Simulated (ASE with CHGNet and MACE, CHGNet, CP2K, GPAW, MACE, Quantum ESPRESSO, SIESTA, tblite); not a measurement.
# Machine-learned potentials on glassy 86SiO2-5SrO-5ZnO-5MgO (mol %) (63 atoms): settings against a plane-wave reference

How do the settings of machine-learned potentials change the result for glassy 86SiO2-5SrO-5ZnO-5MgO (mol %) (63 atoms)? A plane-wave run serves as the yardstick.

Main program and level: ASE with CHGNet and MACE; the method is named at each step.

## (1) Set-up

The cell holds 63 atoms: 19 Si, 1 Sr, 1 Zn, 1 Mg and 41 O. Cell: a = 9.658 Å, b = 9.658 Å, c = 9.658 Å, α = 90.0°, β = 90.0°, γ = 90.0°. 63 atoms (19 Si, 1 Sr, 1 Zn, 1 Mg, 41 O) placed at random at 2.44 g/cm³, melted at 4000 K for 10 ps at fixed volume with the Morse and Coulomb pair potential with partial charges (Pedone, Malavasi, Menziani, Cormack and Segre, J. Phys. Chem. B 110, 11780 (2006)). Quenched from 4000 K to 300 K at 50 K/ps and fixed volume, held 10 ps at zero pressure. Then every atom was moved at random, 0.05 Å r.m.s. a Cartesian component.

The yardstick, on the same geometry:

* method: Kohn-Sham DFT, PBE, SSSP efficiency 1.3.0 pseudopotentials, plane waves (Quantum ESPRESSO 7.5); sssp-pbe-1.3.0-efficiency, cutoffs 60/480 Ry, Γ point
* r.m.s. force component: 2.683 eV/Å
* longest force: 12.65 eV/Å
* pressure: 5.8 GPa
* gap (highest filled to lowest empty level): 2.472 eV
* time: 2.1 min on 4 MPI ranks of Arm Neoverse V1, shared host
* CPU time: 8.3 min

## (2) CHGNet 0.3.0 potential

Method: machine-learned interatomic potential CHGNet 0.3.0, trained on PBE(+U) plane-wave data.

File run.py:

```python
import numpy as np
from ase.io import read
import mlip  # loads the published weights by name

atoms = read("structure.xyz")
atoms.calc = mlip.calc("chgnet-0.3.0")
energy = atoms.get_potential_energy()
forces = atoms.get_forces()
print(f"energy {energy:.6f} eV")
print("forces (eV/A)")
for i, (a, f) in enumerate(zip(atoms, forces)):
    print(f"{i:4d} {a.symbol:2s} {f[0]:10.5f} {f[1]:10.5f} {f[2]:10.5f}")
stress = -atoms.get_stress(voigt=False) * 160.21766
print("stress (GPa, compression positive)")
for row in stress:
    print(" ".join(f"{x:10.4f}" for x in row))
```

File structure.xyz:

```xyz
63
Lattice="9.65803 0.00000 0.00000 0.00000 9.65803 0.00000 0.00000 0.00000 9.65803" Properties=species:S:1:pos:R:3 pbc="T T T"
Si 5.77483 1.73835 2.40070
Si 7.90065 7.49743 5.51966
Si 3.46105 0.09668 0.86410
Si 2.75051 5.03299 0.51670
Si 1.15829 2.42494 1.43354
Si 5.13962 3.87895 4.29502
Si 6.75135 6.12821 0.98377
Si 7.90645 3.03011 0.46919
Si 4.80757 0.39965 7.92944
Si 4.46713 3.55811 8.25597
Si 3.42290 8.91079 5.18240
Si 5.91516 6.15497 7.59730
Si 8.09324 0.30181 3.89170
Si 2.44986 3.72800 5.88541
Si 5.40299 6.78873 3.70743
Si 9.09555 8.11110 1.31098
Si 1.33059 1.59715 4.27899
Si 2.17113 7.09431 2.03137
Si 1.35280 6.70596 5.15343
Sr 8.46072 3.44512 6.22711
Zn 3.09665 7.64105 8.04166
Mg 8.07382 0.46832 8.53113
O 6.86589 0.99381 3.32449
O 0.64699 7.31876 1.47497
O 4.81540 5.34050 4.20337
O 6.52564 3.61944 4.98007
O 6.83624 6.98681 4.17459
O 2.91682 5.88918 1.81030
O 1.43287 2.44242 3.05300
O 2.75408 8.54456 1.71720
O 4.14658 4.08960 0.02386
O 5.74189 6.41902 2.09183
O 2.31242 0.37270 4.48587
O 6.20210 9.41812 8.10772
O 7.19620 6.53907 6.75879
O 4.74837 6.92162 6.95813
O 9.38036 1.07330 4.31511
O 7.90075 2.70763 8.53895
O 5.02160 2.93411 3.08729
O 2.65625 6.11199 9.01519
O 9.43464 6.92046 5.46461
O 1.69218 3.81569 0.71469
O 4.41015 8.00216 4.23398
O 5.51860 4.54797 7.42712
O 2.95796 3.76586 7.58590
O 1.34643 2.58710 5.75223
O 4.68328 0.73391 1.63057
O 1.75361 7.05857 3.74490
O 2.25602 7.93243 5.95331
O 2.13085 1.18543 0.95257
O 7.77858 7.21339 1.20358
O 1.81986 5.20549 5.70509
O 6.02429 6.31490 9.16470
O 7.45252 4.66860 0.90670
O 7.94740 8.99143 5.17535
O 4.00760 9.63021 6.48054
[... 3 atom lines left out ...]
O 9.14133 9.12771 0.10363
O 4.80806 2.01785 8.21715
O 6.76738 2.17151 1.15645
O 9.31333 2.39336 1.02955
```

Started as:

```console
$ OMP_NUM_THREADS=1 python run.py > output.txt
```

The program printed:

```text
CHGNet v0.3.0 initialized with 412,525 parameters
CHGNet will run on cpu
energy -495.431549 eV
forces (eV/A)
   0 Si    0.76121   -0.63613   -3.03640
   1 Si   -2.72072   -5.83504   -0.59916
   2 Si   -4.95521    2.19873    4.70749
   3 Si    2.23170   -4.13727   -5.83241
   4 Si    3.87759   -0.02076   -1.50383
   5 Si    0.50005   -2.67000    4.78419
   6 Si   -0.54729   -2.89459   -4.05207
   7 Si   -0.86054    2.92560   -0.33514
   8 Si   -0.99979    0.74392   -1.45901
   9 Si   -1.31594    2.62651   -2.91446
  10 Si   -2.36485   -0.64553    0.28740
  11 Si   -1.67056   -2.11029    0.88624
  12 Si    3.40454   -3.94603   -1.96736
  13 Si    3.59538    1.43196    4.77970
  14 Si   -1.72034   -1.94901   -1.79910
  15 Si   -7.03221    6.28256    0.73817
  16 Si   -2.79708   -2.79929    5.88402
  17 Si   -7.10563    8.96283    4.69854
  18 Si    0.50030   -0.29128    4.19626
  19 Sr   -1.04357    0.36593    0.27923
  20 Zn    1.00831   -1.36528   -1.31393
  21 Mg   -0.93292    0.07324    0.97802
  22 O    -3.66588    1.40791    0.46098
  23 O     6.78103   -5.45672    0.84878
[...]
55 O     1.40812    1.50457    1.44961
  56 O    -0.36108   -0.21492   -0.27725
  57 O     1.02679   -0.92712   -4.08557
  58 O     0.29780   -1.69128   -1.39186
  59 O    -0.31950    0.97660   -1.82590
  60 O     0.50860   -2.75563   -0.38299
  61 O    -1.62820   -0.93405    0.96741
  62 O    -1.80395    0.09658    0.25225
stress (GPa, compression positive)
    5.5346     0.7922     0.7699
    0.7922     6.1507    -0.3815
    0.7699    -0.3815     5.2912
```

The job ended after 4.7 s (1 thread of Arm Neoverse V1, shared host; peak memory 0.91 GiB).

Banners, paths, timers and routine set-up lines are dropped from the logs unmarked, and long logs keep their key lines alone; longer cuts are marked.

Numbers from this run, and their distance from the reference:

| Item | Value |
| --- | --- |
| r.m.s. force component | 2.636 eV/Å |
| r.m.s. difference of force components | 182.9 meV/Å |
| longest difference of force vectors | 663.8 meV/Å |
| force difference over r.m.s. force | 6.816 % |
| slope of forces against the reference's | 0.9803 |
| correlation of force components | 0.9978 |
| pressure | 5.659 GPa |
| pressure difference | -0.1409 GPa |

Length of the force difference by element (eV/Å):

```
element  atoms  mean  most
     Mg      1  0.55  0.55
      O     41  0.24  0.64
     Si     19  0.34  0.66
     Sr      1  0.23  0.23
     Zn      1  0.41  0.41
```

The surroundings of Sr20, the only Sr atom, nearest first, numbered as they follow in the input and with coordinates relative to it.

```csv
atom,x,y,z,distance (Å),bonds,Fx,Fy,Fz (eV/Å)
Sr20,0.00,0.00,0.00,0.00,3,-1.04,0.37,0.28
O26,-1.94,0.17,-1.25,2.31,2,1.93,-0.65,0.68
O38,-0.56,-0.74,2.31,2.49,3,0.76,-0.80,-0.68
O46,2.54,-0.86,-0.47,2.73,3,-1.81,-1.96,-2.20
O37,0.92,-2.37,-1.91,3.18,2,3.17,3.82,1.92
O44,-2.94,1.10,1.20,3.36,2,0.70,-1.65,0.41
O35,-1.26,3.09,0.53,3.38,2,4.34,1.86,-2.28
O52,3.02,1.76,-0.52,3.53,2,-1.18,1.35,-1.01
Si14,3.65,0.28,-0.34,3.67,4,3.60,1.43,4.78
```

Atoms are counted from 1 here, from 0 in the log.

Forces lie 6.8 % from the reference's, at 0.0086 times its CPU time (on 1 against 4 cores).

## (3) MACE MPA-0 medium potential

Method: machine-learned interatomic potential MACE MPA-0 medium, trained on PBE(+U) plane-wave data.

Changes to run.py since step 2:

```diff
@@ -5,3 +5,3 @@
 atoms = read("structure.xyz")
-atoms.calc = mlip.calc("chgnet-0.3.0")
+atoms.calc = mlip.calc("mace-mpa-0-medium")
 energy = atoms.get_potential_energy()
```

structure.xyz is that of step 2.

The program printed:

```text
energy -467.104160 eV
forces (eV/A)
   0 Si    0.65602   -0.57451   -3.15856
   1 Si   -2.88116   -6.10819   -0.86199
   2 Si   -4.75482    2.23237    4.93477
   3 Si    2.55445   -4.12261   -5.49907
   4 Si    3.91588    0.07658   -1.34864
   5 Si    0.37871   -2.76494    4.54325
   6 Si   -0.52771   -2.80029   -4.30968
   7 Si   -0.79941    3.03919   -0.26026
   8 Si   -0.72028    0.86738   -1.38279
   9 Si   -1.24110    2.33586   -2.98541
  10 Si   -2.43011   -0.68666    0.19261
  11 Si   -1.79462   -1.81993    1.02816
  12 Si    3.22242   -4.08436   -2.07821
  13 Si    3.63738    1.52224    4.72424
  14 Si   -1.88598   -2.19246   -1.84986
  15 Si   -7.51615    6.47299    0.51590
  16 Si   -2.53930   -2.69441    5.75888
  17 Si   -7.24193    8.90975    4.52325
  18 Si    0.77941   -0.17250    3.82102
  19 Sr   -1.13662    0.55032    0.33224
  20 Zn    1.09375   -1.39529   -1.23150
  21 Mg   -1.49748    0.17134    1.07680
  22 O    -3.53962    1.33195    0.53550
  23 O     7.14890   -5.65512    0.88964
[...]
55 O     1.39389    1.48100    1.33607
  56 O    -0.21002   -0.30983   -0.22978
  57 O     0.97637   -0.92693   -4.13569
  58 O     0.42184   -1.58215   -1.27871
  59 O    -0.00835    0.86756   -1.74831
  60 O     0.47038   -2.59657   -0.38345
  61 O    -1.55764   -0.90787    0.85725
  62 O    -1.83591    0.10733    0.27370
stress (GPa, compression positive)
    5.3108     0.9277     0.7698
    0.9277     5.8710    -0.4341
    0.7698    -0.4341     5.2973
```

Run time: 8.9 s. Hardware: 1 thread; peak memory 0.9 GiB.

Compared with the plane-wave run:

```yaml
r_m_s_force_component: 2.643 eV/Å
r_m_s_difference_of_force_components: 104.7 meV/Å
longest_difference_of_force_vectors: 523.4 meV/Å
force_difference_over_r_m_s_force: 3.902 %
slope_of_forces_against_the_reference_s: 0.9845
correlation_of_force_components: 0.9993
pressure: 5.493 GPa
pressure_difference: -0.3067 GPa
```

Against the first run (6.8 %), the force difference from the reference is 3.9 %, at 2.0 times the CPU time.

## (4) MACE MP-0b3 medium potential

Method: machine-learned interatomic potential MACE MP-0b3 medium, trained on PBE(+U) plane-wave data.

Changes to run.py since step 3:

```diff
@@ -5,3 +5,3 @@
 atoms = read("structure.xyz")
-atoms.calc = mlip.calc("mace-mpa-0-medium")
+atoms.calc = mlip.calc("mace-mp-0b3-medium")
 energy = atoms.get_potential_energy()
```

structure.xyz is that of step 3.

The program printed:

```text
energy -467.172341 eV
forces (eV/A)
   0 Si    0.79380   -0.63027   -3.15485
   1 Si   -2.83785   -5.87543   -0.93194
   2 Si   -4.73921    2.26614    4.95869
   3 Si    2.50376   -4.07618   -5.49239
   4 Si    3.82996    0.13037   -1.37220
   5 Si    0.40384   -2.79729    4.59877
   6 Si   -0.60296   -2.77620   -4.26341
   7 Si   -0.77116    2.95534   -0.20163
   8 Si   -0.72598    0.95291   -1.49072
   9 Si   -1.33718    2.37472   -2.95910
  10 Si   -2.39483   -0.54982    0.18250
  11 Si   -1.78421   -1.97685    1.13998
  12 Si    3.21469   -4.04039   -2.00701
  13 Si    3.57931    1.54867    4.81454
  14 Si   -1.92821   -2.06085   -1.83052
  15 Si   -7.29623    6.28139    0.40869
  16 Si   -2.49490   -2.68166    5.70995
  17 Si   -7.34076    8.99398    4.52181
  18 Si    0.72605   -0.28810    3.89235
  19 Sr   -0.97784    0.31576    0.26203
  20 Zn    1.03158   -1.33245   -1.27303
  21 Mg   -1.23433   -0.19170    1.00029
  22 O    -3.59165    1.30597    0.42067
  23 O     6.93187   -5.51108    0.91132
[...]
55 O     1.41030    1.43580    1.34888
  56 O    -0.15521   -0.32728   -0.27965
  57 O     0.97597   -0.96595   -4.07429
  58 O     0.38166   -1.50948   -1.24885
  59 O    -0.22184    1.05098   -1.79631
  60 O     0.48462   -2.63130   -0.34858
  61 O    -1.58449   -0.93067    0.92742
  62 O    -1.83945    0.11599    0.29661
stress (GPa, compression positive)
    5.2024     0.8519     0.6652
    0.8519     6.0611    -0.3482
    0.6652    -0.3482     5.0748
```

Wall time 8 s (1 thread); peak memory 0.9 GiB.

Numbers from this run, and their distance from the reference:

- r.m.s. force component: 2.627 eV/Å
- r.m.s. difference of force components: 110.8 meV/Å
- longest difference of force vectors: 540.7 meV/Å
- force difference over r.m.s. force: 4.129 %
- slope of forces against the reference's: 0.9785
- correlation of force components: 0.9993
- pressure: 5.446 GPa
- pressure difference: -0.3536 GPa

Against the first run (6.8 %), the force difference from the reference is 4.1 %, at 1.9 times the CPU time.

## (5) Side by side

Differences are against the plane-wave reference, forces as r.m.s. over components; share is that over the reference's r.m.s. force, slope the least-squares factor from reference forces to these. Total energies of different programs have different zeros and aren't compared.

| run | Δ force, r.m.s. (meV/Å) | share (%) | slope | Δ pressure (GPa) | cores | CPU time | memory (GiB) |
| --- | --- | --- | --- | --- | --- | --- | --- |
| reference | - | - | - | - | 4 | 8.3 min | 2.8 |
| CHGNet 0.3.0 potential | 183 | 6.82 | 0.980 | -0.141 | 1 | 4.3 s | 0.91 |
| MACE MPA-0 medium potential | 105 | 3.90 | 0.985 | -0.307 | 1 | 8.6 s | 0.9 |
| MACE MP-0b3 medium potential | 111 | 4.13 | 0.979 | -0.354 | 1 | 8 s | 0.9 |

Times of the machine-learned potentials are mostly Python's start and the loading of weights.

CPU time is summed over cores on a shared host, where runs went side by side, so it is rough. Symmetry, cutoffs, thresholds, outputs and thread counts weren't matched or tuned between programs; memory under MPI is the largest rank's times the ranks.

A second geometry, displaced anew (every atom was moved at random, 0.08 Å r.m.s. a Cartesian component), gives an energy difference that all programs can be tested on. The reference puts it at 218.8 meV/atom.

| run | energy less the first geometry's (meV/atom) | error (meV/atom) | force share at the second geometry (%) |
| --- | --- | --- | --- |
| CHGNet 0.3.0 potential | 217.5 | -1.31 | 5.89 |
| MACE MPA-0 medium potential | 216.1 | -2.72 | 4.04 |
| MACE MP-0b3 medium potential | 216.4 | -2.43 | 4.27 |

## (6) What came out

* nearest in forces: MACE MPA-0 medium potential, 3.9 %
* its CPU time: 8.6 s

**Reading.** Machine-learned potentials differ by 3.9 % (MACE MPA-0 medium potential) to 6.8 % (CHGNet 0.3.0 potential); they were trained on other programs' data. The energy difference between the two geometries, 219 meV/atom in the reference, is met best by CHGNet 0.3.0 potential (-1.31) and worst by MACE MPA-0 medium potential (-2.72). Forces of 2.7 eV/Å r.m.s. are well above thermal ones: they come largely from the bond lengths of the classical model and from the random displacements, and they dominate the comparison. The reference's pressure holds the uncorrected Pulay stress of its 60 Ry basis, so small pressure differences, and their order, may be the reference's own error. Machine-learned potentials mimic data converged in k, so the reference's own k-point error enters their differences. The quench rate of 50 K/ps is many orders above laboratory rates, so the cell is likely richer in defects and strain than a real sample. The network of bonds at the start is that of the classical potential that made the cell, and needn't be the one that DFT or experiment would give. The electronic-structure runs sample only Γ, in a cell whose shortest periodic width is 10 Å.

[Also dropped from logs without a mark: logging warnings of Python, and SIESTA's first energy breakdown and zero terms.]

[Logs are printed without paths, hosts, clocks, repeated set-up lines and the standing remarks that a program may print on its own settings, such as how far it seeks lower states.]

[Hosts, paths, dates, database ids (printed as entryN), source tags and the programs' standing remarks are cut or masked in the printed files.]
